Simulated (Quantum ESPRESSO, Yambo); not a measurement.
# SiO2 (Quartz): G0W0 in Yambo against the bands

How does the gap of SiO2 (Quartz) converge in the bands?

Program: Yambo 5.3.0. Level of theory: LDA and many-body steps on it, plane waves. Results are calculated unless marked as measured.

### 1. Set-up

It takes space group P3_121 (No. 152, trigonal). Conventional cell: a = 4.916 Å, b = 4.916 Å, c = 5.409 Å, α = 90.00°, β = 90.00°, γ = 120.00°. Nearest to Si lie 4 O at 1.61 Å. O has 2 Si at 1.61 Å nearest. Farther neighbours and most contacts between anions are not listed.

Structure file:

```xyz
9
Lattice="4.9158 0.0000 0.0000 -2.4579 4.2572 0.0000 0.0000 0.0000 5.4091" Properties=species:S:1:pos:R:3 pbc="T T T"
Si    2.6068    0.0000    1.8030
Si   -1.3034    2.2576    3.6061
Si    1.1545    1.9996    0.0000
O    -0.2994    1.7633    4.7654
O     1.0805    3.1163    1.1594
O    -0.7811    3.6348    2.9624
O     1.6768    0.6224    0.6437
O     2.1585    2.4939    4.2497
O     3.5384    1.1409    2.4467
```

The cell and positions come from the Crystallography Open Database and are kept as given unless a step says otherwise.

### 2. 51 bands

This step: Yambo 5.3.0; G0W0 on LDA, plane waves, norm-conserving pseudopotentials.

Now the one-shot GW correction: screening in the RPA, then the self-energy of the levels asked for.

File gw1.in:

```
HF_and_locXC
gw0
dyson
ppa
em1d
rim_cut
RandQpts= 1000000
RandGvec= 1 RL
EXXRLvcs= 72 Ry
VXCRLvcs= 288 Ry
Chimod= "HARTREE"
% BndsRnXp
 1 | 51 |
%
NGsBlkXp= 9 Ry
% LongDrXp
 1 | 1 | 1 |
%
% GbndRnge
 1 | 51 |
%
DysSolver= "n"
ExtendOut
PPAPntXp= 27.21138 eV
% QPkrange
 5 | 5 | 23 | 26 |
 1 | 1 | 23 | 26 |
%
```

Run with:

```bash
$ OMP_NUM_THREADS=2 mpirun -n 4 yambo -F gw1.in -J gw1 -C gw1 > gw1.log
```

The program printed:

```text
 Yambo, version 5.3.0

 [02] CORE Variables Setup
 =========================

  [... cell, symmetries and grids as in the set-up ...]

  [02.05] Energies & Occupations
  ==============================

  [X] === General ===
  [X] Electronic Temperature                        :  0.000000  0.000000 [eV K]
  [X] Bosonic    Temperature                        :  0.000000  0.000000 [eV K]
  [X] Finite Temperature mode                       : no
  [X] El. density                                   :  0.42403E+24 [cm-3]
  [X] Fermi Level                                   :  2.172031 [eV]

  [X] === Gaps and Widths ===
  [X] Conduction Band Min                           :  5.801381 [eV]
  [X] Valence Band Max                              :  0.000000 [eV]
  [X] Filled Bands                                  :  24
  [X] Empty Bands                                   :    25   496
  [X] Direct Gap                                    :  6.125512 [eV]
  [X] Direct Gap localized at k                     :  1
  [X] Indirect Gap                                  :  5.801381 [eV]
  [X] Indirect Gap between kpts                     :   5   1
  [X] Last valence band width                       :  0.596912 [eV]
  [X] 1st conduction band width                     :  3.097079 [eV]

 [03] Transferred momenta grid and indexing
 ==========================================

 IBZ Q-points                                      :   8
 BZ  Q-points                                      :  18

 K/Q-points units:
 rlu = crystal or reduced units; cc = cartesian coordinates; iku = interal k-units

 Q [1]          [rlu]:  0.000000  0.000000  0.000000
 Q [2]          [rlu]:  0.000000  0.000000 -0.500000
 Q [3]          [rlu]:  0.72872E-17  0.33333       0.0000
 Q [4]          [rlu]:  0.72872E-17  0.33333     -0.50000
 Q [5]          [rlu]:  0.333333  0.333333  0.000000
 Q [6]          [rlu]:  0.333333  0.333333 -0.500000
 Q [7]          [rlu]: -0.333333  0.333333  0.000000
 Q [8]          [rlu]: -0.333333  0.333333 -0.500000

 [04] Coloumb potential Random Integration (RIM)
 ===============================================

  [04.01] RIM initialization
  ==========================

  * Diagonal components only detected *

  8 x (sBL volume)        :  0.144317 [a.u.]
  sBZ random points       :  1000000
  Points outside the sBZ  :   7993074
  RL volume               :  0.324712 [a.u.]
  Integrated volume       :  0.324994 [a.u.]

  [04.02] RIM integrals
  =====================

  Gamma point sphere radius             :  0.095146 [a.u.]
  Points outside the sphere             :   799469
  [Int_sBZ(q=0) 1/q^2]*(Vol_sBZ)^(-1/3) =:  7.664728
                                 should be <:  7.795600

  Summary of Coulomb integrals for non-metallic bands |Q|[au] RIM/Bare

  Q [1] 0.100000E-4 0.983212 * Q [7] 0.260336 1.012284
  Q [3] 0.260336 1.012215 * Q [2] 0.307345 1.138708
  Q [8] 0.402785 1.065434 * Q [4] 0.402785 1.065353
  Q [5] 0.450916 1.007191 * Q [6] 0.545698 1.021740

 [WARNING] [Xp] User bands 1-51 break level degeneracy

 [05] Dipoles
 ============

  [05.01] Setup: observables and procedures
  =========================================

  [WARNING] [x,Vnl] slows the Dipoles computation. To neglect it rename the ns.kb_pp file

 [06] Dynamic Dielectric Matrix (PPA)
 ====================================

 [WR./gw1//ndb.pp]---------------------------------------------------------------
  Brillouin Zone Q/K grids (IBZ/BZ)                :   8  18   8  18
  RL vectors                                       :   9395 [WF]
  Coulomb cutoff potential                         : none
  Electronic Temperature                           :  0.000000 [K]
  Bosonic    Temperature                           :  0.000000 [K]
  PPA    diel. fun.  energies                      : Slater exchange(X)+Perdew & Wang(C)
  wavefunctions                                    : Slater exchange(X)+Perdew & Wang(C)
  Global Gauge                                     : length
  X matrix size                                    :   387
  X band range                                     :    1   51
  X e/h energy range                               : -1.000000 -1.000000 [eV]
  X Time ordering                                  : R
  X Hxc Kernel                                     : HARTREE
  X Drude frequency                                :  0.000000  0.000000
  X poles                                          :  100.0000 [o/o]
  RL vectors in the sum                            :   9395
  [r,Vnl] included                                 : yes
  Field direction                                  :  0.577350E-5  0.577350E-5  0.577350E-5
  BZ energy Double Grid                            : no
  BZ energy DbGd points                            : 0
  BZ Q point size factor                           : -1.000000
  X Optical Averaged directions                    : none

 [07] Local Exchange-Correlation + Non-Local Fock
 ================================================

 [VXC] Plane waves :   63145
 [EXS] Plane waves :   7959

 QP @ state[ 1 ] K range:  1  1
 QP @ state[ 1 ] b range:  23  26
 QP @ state[ 2 ] K range:   5   5
 QP @ state[ 2 ] b range:  23  26

 [xc] Functional : Slater exchange(X)+Perdew & Wang(C)
 [xc] LIBXC used to calculate xc functional
  PP Number of Atomic Species                      :  2
  NLCC RL compoments                               :   63145
  PP Number of Atomic Species                      :  2
  NLCC RL compoments                               :   63145

 [xc] E_xc :  -24.88628 [Ha]
      E_xc :  -49.77257 [Ry]

  Local XC kind (lXC) : Slater exchange(X)+Perdew & Wang(C)
  Non-Local XC kind (nlXC) : Hartree-Fock

  Corrections @ K [1] :  [eV]
 <23|nlXC|23> = -25.06676 -0.10616E-16 <23|lXC|23> = -19.28077  0.000000
 <24|nlXC|24> = -25.06525  0.62421E-17 <24|lXC|24> = -19.28077  0.18882E-15
 <25|nlXC|25> = -6.490479  0.58136E-18 <25|lXC|25> = -11.30930  0.94408E-16
 <26|nlXC|26> = -5.316468 -0.32102E-18 <26|lXC|26> = -10.83372 -0.18882E-15

  Corrections @ K [5] :  [eV]
 <23|nlXC|23> = -25.37552  0.55745E-17 <23|lXC|23> = -19.49813  0.18882E-15
 <24|nlXC|24> = -25.61635  0.25577E-16 <24|lXC|24> = -19.84006  0.18882E-15
 <25|nlXC|25> = -7.117990  0.29237E-18 <25|lXC|25> = -12.56942 -0.94408E-16
 <26|nlXC|26> = -7.118703  0.20339E-18 <26|lXC|26> = -12.56942 -0.94408E-16

 [08] Dyson equation: Newton solver
 ==================================

  [08.01] G0W0 (W PPA)
  ====================

  [  GW  ] Bands range     :    1   51
  [GW/PPA] G damping       :  0.100000 [eV]

  QP @ state[ 1 ] K range:  1  1
  QP @ state[ 1 ] b range:  23  26
  QP @ state[ 2 ] K range:   5   5
  QP @ state[ 2 ] b range:  23  26

   Sc/G bands                                       :    1   51
   Sc/G damping                                     :  0.100000 ev
   Sc bands terminator                              : no
   Sx RL components                                 :   7959

   QP @ state[ 1 ] K range                          :  1  1
   QP @ state[ 1 ] b range                          :  23  26
   QP @ state[ 2 ] K range                          :   5   5
   QP @ state[ 2 ] b range                          :  23  26
   GF energies kind                                 : Slater exchange(X)+Perdew & Wang(C)
   GF WF`s kind                                     : Slater exchange(X)+Perdew & Wang(C)
   Xs energies kind                                 : Slater exchange(X)+Perdew & Wang(C)
   Xs WF`s kind                                     : Slater exchange(X)+Perdew & Wang(C)

 [11] Game Over & Game summary
```

Run time: 24 s. Hardware: 4 MPI ranks of Arm Neoverse V1, shared host; peak memory 2.3 GiB; 2.8 min of CPU time.

This step gave:

```
G0W0 gap on the points computed              : 9.097 eV
starting gap on the mesh                     : 5.801 eV
k of the valence top                         : 0.3333, 0.3333, 0
k of the conduction bottom                   : 0, 0, 0
least direct G0W0 gap on the computed points : 9.479 eV
Z at the valence top                         : 0.8143
Z at the conduction bottom                   : 0.8756
```

The gap on the mesh goes from 5.80 eV to 9.10 eV, a correction of +3.30 eV.

### 3. 83 bands

gw2.in, as its differences from gw1.in of step 2:

```diff
@@ -12,3 +12,3 @@
 % BndsRnXp
- 1 | 51 |
+ 1 | 83 |
 %
@@ -19,3 +19,3 @@
 % GbndRnge
- 1 | 51 |
+ 1 | 83 |
 %
```

Run with:

```bash
$ OMP_NUM_THREADS=2 mpirun -n 4 yambo -F gw2.in -J gw2 -C gw2 > gw2.log
```

The program printed:

```text
 Yambo, version 5.3.0

 [02] CORE Variables Setup
 =========================

  [... cell, symmetries and grids as in the set-up ...]

  [02.05] Energies & Occupations
  ==============================

  [X] === General ===
  [X] Electronic Temperature                        :  0.000000  0.000000 [eV K]
  [X] Bosonic    Temperature                        :  0.000000  0.000000 [eV K]
  [X] Finite Temperature mode                       : no
  [X] El. density                                   :  0.42403E+24 [cm-3]
  [X] Fermi Level                                   :  2.172031 [eV]

  [X] === Gaps and Widths ===
  [X] Conduction Band Min                           :  5.801381 [eV]
  [X] Valence Band Max                              :  0.000000 [eV]
  [X] Filled Bands                                  :  24
  [X] Empty Bands                                   :    25   496
  [X] Direct Gap                                    :  6.125512 [eV]
  [X] Direct Gap localized at k                     :  1
  [X] Indirect Gap                                  :  5.801381 [eV]
  [X] Indirect Gap between kpts                     :   5   1
  [X] Last valence band width                       :  0.596912 [eV]
  [X] 1st conduction band width                     :  3.097079 [eV]

 [03] Transferred momenta grid and indexing
 ==========================================

 IBZ Q-points                                      :   8
 BZ  Q-points                                      :  18

 K/Q-points units:
 rlu = crystal or reduced units; cc = cartesian coordinates; iku = interal k-units

 Q [1]          [rlu]:  0.000000  0.000000  0.000000
 Q [2]          [rlu]:  0.000000  0.000000 -0.500000
 Q [3]          [rlu]:  0.72872E-17  0.33333       0.0000
[...]
[xc] LIBXC used to calculate xc functional
  PP Number of Atomic Species                      :  2
  NLCC RL compoments                               :   63145
  PP Number of Atomic Species                      :  2
  NLCC RL compoments                               :   63145

 [xc] E_xc :  -24.88628 [Ha]
      E_xc :  -49.77257 [Ry]

  Local XC kind (lXC) : Slater exchange(X)+Perdew & Wang(C)
  Non-Local XC kind (nlXC) : Hartree-Fock

  Corrections @ K [1] :  [eV]
 <23|nlXC|23> = -25.06676 -0.10616E-16 <23|lXC|23> = -19.28077  0.000000
 <24|nlXC|24> = -25.06525  0.62421E-17 <24|lXC|24> = -19.28077  0.18882E-15
 <25|nlXC|25> = -6.490479  0.58136E-18 <25|lXC|25> = -11.30930  0.94408E-16
[...]
Corrections @ K [5] :  [eV]
[...]
<25|nlXC|25> = -7.117990  0.29237E-18 <25|lXC|25> = -12.56942 -0.94408E-16
 <26|nlXC|26> = -7.118703  0.20339E-18 <26|lXC|26> = -12.56942 -0.94408E-16

 [08] Dyson equation: Newton solver
 ==================================

  [08.01] G0W0 (W PPA)
  ====================

  [  GW  ] Bands range     :    1   83
  [GW/PPA] G damping       :  0.100000 [eV]

  QP @ state[ 1 ] K range:  1  1
  QP @ state[ 1 ] b range:  23  26
  QP @ state[ 2 ] K range:   5   5
  QP @ state[ 2 ] b range:  23  26

   Sc/G bands                                       :    1   83
   Sc/G damping                                     :  0.100000 ev
   Sc bands terminator                              : no
   Sx RL components                                 :   7959

   QP @ state[ 1 ] K range                          :  1  1
   QP @ state[ 1 ] b range                          :  23  26
   QP @ state[ 2 ] K range                          :   5   5
   QP @ state[ 2 ] b range                          :  23  26
   GF energies kind                                 : Slater exchange(X)+Perdew & Wang(C)
   GF WF`s kind                                     : Slater exchange(X)+Perdew & Wang(C)
   Xs energies kind                                 : Slater exchange(X)+Perdew & Wang(C)
   Xs WF`s kind                                     : Slater exchange(X)+Perdew & Wang(C)

 [11] Game Over & Game summary
```

Wall time 41 s (4 MPI ranks); peak memory 2.3 GiB.

Numbers from this step:

```yaml
g0w0_gap_on_the_points_computed: 8.755 eV
starting_gap_on_the_mesh: 5.801 eV
k_of_the_valence_top: 0.3333, 0.3333, 0
k_of_the_conduction_bottom: 0, 0, 0
least_direct_g0w0_gap_on_the_computed_points: 9.136 eV
z_at_the_valence_top: 0.8186
z_at_the_conduction_bottom: 0.8724
```

Against the run before, the gap moves by −0.342 eV.

### 4. 143 bands

gw3.in, as its differences from gw2.in of step 3:

```diff
@@ -12,3 +12,3 @@
 % BndsRnXp
- 1 | 83 |
+ 1 | 143 |
 %
@@ -19,3 +19,3 @@
 % GbndRnge
- 1 | 83 |
+ 1 | 143 |
 %
```

Run with:

```bash
$ OMP_NUM_THREADS=2 mpirun -n 4 yambo -F gw3.in -J gw3 -C gw3 > gw3.log
```

The program printed:

```text
 Yambo, version 5.3.0

 [02] CORE Variables Setup
 =========================

  [... cell, symmetries and grids as in the set-up ...]

  [02.05] Energies & Occupations
  ==============================

  [X] === General ===
  [X] Electronic Temperature                        :  0.000000  0.000000 [eV K]
  [X] Bosonic    Temperature                        :  0.000000  0.000000 [eV K]
  [X] Finite Temperature mode                       : no
  [X] El. density                                   :  0.42403E+24 [cm-3]
[...]
Sx RL components                                 :   7959

   QP @ state[ 1 ] K range                          :  1  1
   QP @ state[ 1 ] b range                          :  23  26
   QP @ state[ 2 ] K range                          :   5   5
   QP @ state[ 2 ] b range                          :  23  26
   GF energies kind                                 : Slater exchange(X)+Perdew & Wang(C)
   GF WF`s kind                                     : Slater exchange(X)+Perdew & Wang(C)
   Xs energies kind                                 : Slater exchange(X)+Perdew & Wang(C)
   Xs WF`s kind                                     : Slater exchange(X)+Perdew & Wang(C)

 [11] Game Over & Game summary
```

Wall time 73 s (4 MPI ranks); peak memory 2.3 GiB.

This step gave:

```yaml
g0w0_gap_on_the_points_computed: 8.731 eV
starting_gap_on_the_mesh: 5.801 eV
k_of_the_valence_top: 0.3333, 0.3333, 0
k_of_the_conduction_bottom: 0, 0, 0
least_direct_g0w0_gap_on_the_computed_points: 9.109 eV
```

Against the run before, the gap moves by −0.024 eV.

(Part 1 of 2 ends here.)

[Paths, hosts, dates, memory and timing lines, banners, echoed tables and standing remarks are left out of the program output.]

[Logs are printed without paths, hosts, clocks, repeated set-up lines and the standing remarks that a program may print on its own settings, such as how far it seeks lower states.]

[Runs of the session that timed out or met a known fault of the program may be left out.]

[Hosts, paths, dates, database ids (printed as entryN), source tags and the programs' standing remarks are cut or masked in the printed files.]
